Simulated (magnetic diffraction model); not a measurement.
# Na3Ho2Cl9 below its ordering temperature

Space group C2/c (no. 15), a = 11.8250 Å, b = 7.0670 Å, c = 17.1590 Å, β = 90.64°.

```
site  atom       x       y       z
  8f    Ho  0.6669  0.0076  0.4032
  8f    Cl  0.5788  0.7219  0.3302
  4c    Cl     1/4     3/4     1/2
  4d    Cl     1/4     1/4     1/2
  8f    Cl  0.5828  0.2394  0.3418
  8f    Cl  0.8443  0.9669  0.3211
  4b    Cl     1/2       0     1/2
  4a    Na       0       0     1/2
  8f    Na  0.6605  0.9893  0.1679
```

This is a made-up structure (elements placed in a structure type, unrelaxed), so the numbers test the method and describe no known phase.

Only Ho is taken to order (form factors of Ho3+); orders and moment sizes are assumed, and not adapted to the symmetry. Radiation: neutrons of λ = 1.594 Å, 8° to 30°; isotropic B of 0.53 Å² (Ho), 0.9 Å² (Cl) and 0.9 Å² (Na). The intensities are simulated: I ∝ L Σ (|F_N|² + |F_M⊥|²) for unpolarised neutrons, with F_M = 2.695 fm/μB × Σ f(s) S exp(2πi Q·r) exp(−B s²) at Q = H ± k (one set where k and −k are equivalent), only the part normal to Q counting and L = 1/(sin²θ cos θ). For collinear order S is the moment m, which repeats by lattice and centring translations R with the sign exp(−2πi k·R). Form factors are spin-only for 3d ions and dipole or tabulated for f ions, scattering lengths are Sears's of 1992, and absorption is left out. A label names one of the reflections at its angle. The strongest nuclear line in the range is 100, and lines under 0.2 are left out.

Above the ordering temperature:

```tsv
2θ (°)	index	I
10.66	(0 0 2)	2.4
15.10	(1 1 0)	4.0
15.49	(2 0 0)	1.1
15.99	(1 1 -1)	0.3
18.47	(1 1 -2)	2.0
18.57	(1 1 2)	100.0
18.75	(2 0 -2)	51.5
18.95	(2 0 2)	4.3
21.42	(0 0 4)	2.4
22.02	(1 1 -3)	2.0
26.40	(2 0 -4)	3.9
27.27	(3 1 -1)	0.6
27.37	(3 1 1)	1.4
28.79	(3 1 -2)	2.3
28.99	(3 1 2)	1.7
```

Below it (cell unchanged):

| 2θ (°) | I |
| --- | --- |
| 10.66 | 2.4 |
| 13.34 | 11.1 |
| 15.10 | 4.0 |
| 15.32 | 33.3 |
| 15.35 | 95.2 |
| 15.49 | 1.1 |
| 15.70 | 45.9 |
| 15.75 | 8.0 |
| 15.99 | 0.3 |
| 17.06 | 13.7 |
| 17.15 | 19.8 |
| 17.38 | 16.4 |
| 17.54 | 1.5 |
| 18.47 | 2.0 |
| 18.57 | 100.0 |
| 18.71 | 0.6 |
| 18.75 | 51.5 |
| 18.95 | 4.3 |
| 20.14 | 56.0 |
| 20.26 | 2.6 |
| 20.38 | 2.9 |
| 20.61 | 1.9 |
| 21.42 | 2.4 |
| 22.02 | 2.0 |
| 24.06 | 18.8 |
| 24.13 | 6.0 |
| 24.20 | 12.8 |
| 24.25 | 18.5 |
| 26.21 | 7.8 |
| 26.40 | 3.9 |
| 26.89 | 6.0 |
| 26.94 | 5.0 |
| 27.27 | 0.6 |
| 27.31 | 30.9 |
| 27.37 | 1.4 |
| 27.91 | 29.5 |
(The table stops after 36 lines; 9 more lie at higher angle.)

**Question.** Find the propagation vector, then choose among these models:
A. collinear moments along [111], 8.1 μB on Ho; signs + at (0.6669, 0.0076, 0.4032), − at (0.3331, 0.0076, 0.0968), + at (0.3331, 0.9924, 0.5968), − at (0.6669, 0.9924, 0.9032)
B. collinear moments along [111], 8.1 μB on Ho; signs + at (0.6669, 0.0076, 0.4032), − at (0.3331, 0.0076, 0.0968), − at (0.3331, 0.9924, 0.5968), + at (0.6669, 0.9924, 0.9032)
C. collinear moments along [101], 8.1 μB on Ho; signs + at (0.6669, 0.0076, 0.4032), − at (0.3331, 0.0076, 0.0968), − at (0.3331, 0.9924, 0.5968), + at (0.6669, 0.9924, 0.9032)
D. collinear moments along [101], 8.1 μB on Ho; signs + at (0.6669, 0.0076, 0.4032), − at (0.3331, 0.0076, 0.0968), + at (0.3331, 0.9924, 0.5968), − at (0.6669, 0.9924, 0.9032)

The new lines index as (0 0 5/2) at 13.34°, (1 1 -1/2) at 15.32°, (1 1 1/2) at 15.35° and (2 0 -1/2) at 15.70°, that is as H ± k with k = (0 0 1/2). Half indices mean that the moments reverse under translations with k·R a half-integer, and the magnetic cell has twice the primitive volume. Below the range, at 2.66°, lies the magnetic line (0 0 1/2) with 138.

Magnetic intensity, observed (below minus above) and for each model:

| 2θ (°) | index | observed | A | B | C | D |
| --- | --- | --- | --- | --- | --- | --- |
| 13.34 | (0 0 5/2) | 11.1 | 13.7 | 13.7 | 11.1 | 11.1 |
| 15.32 | (1 1 -1/2) | 33.3 | 30.6 | 31.1 | 33.3 | 33.3 |
| 15.35 | (1 1 1/2) | 95.2 | 91.3 | 86.3 | 95.2 | 95.2 |
| 17.15 | (1 1 3/2) | 19.8 | 18.3 | 20.2 | 19.8 | 19.8 |
| 20.14 | (1 1 -5/2) | 56.0 | 54.8 | 53.2 | 56.0 | 56.0 |
| 20.61 | (2 0 5/2) | 1.9 | 4.8 | 4.8 | 1.9 | 1.9 |
| 24.20 | (1 1 7/2) | 12.8 | 13.4 | 15.5 | 12.8 | 12.8 |
| 27.31 | (0 2 3/2) | 30.9 | 27.1 | 28.9 | 30.9 | 30.9 |

Models C and D match alike on every line, so these data can't choose among them (such ties are often domains of one structure).

The structure used: k = (0 0 1/2), collinear moments along [101], 8.1 μB on Ho; signs + at (0.6669, 0.0076, 0.4032), − at (0.3331, 0.0076, 0.0968), − at (0.3331, 0.9924, 0.5968), + at (0.6669, 0.9924, 0.9032).

[Logs are printed without paths, hosts, clocks, repeated set-up lines and the standing remarks that a program may print on its own settings, such as how far it seeks lower states.]
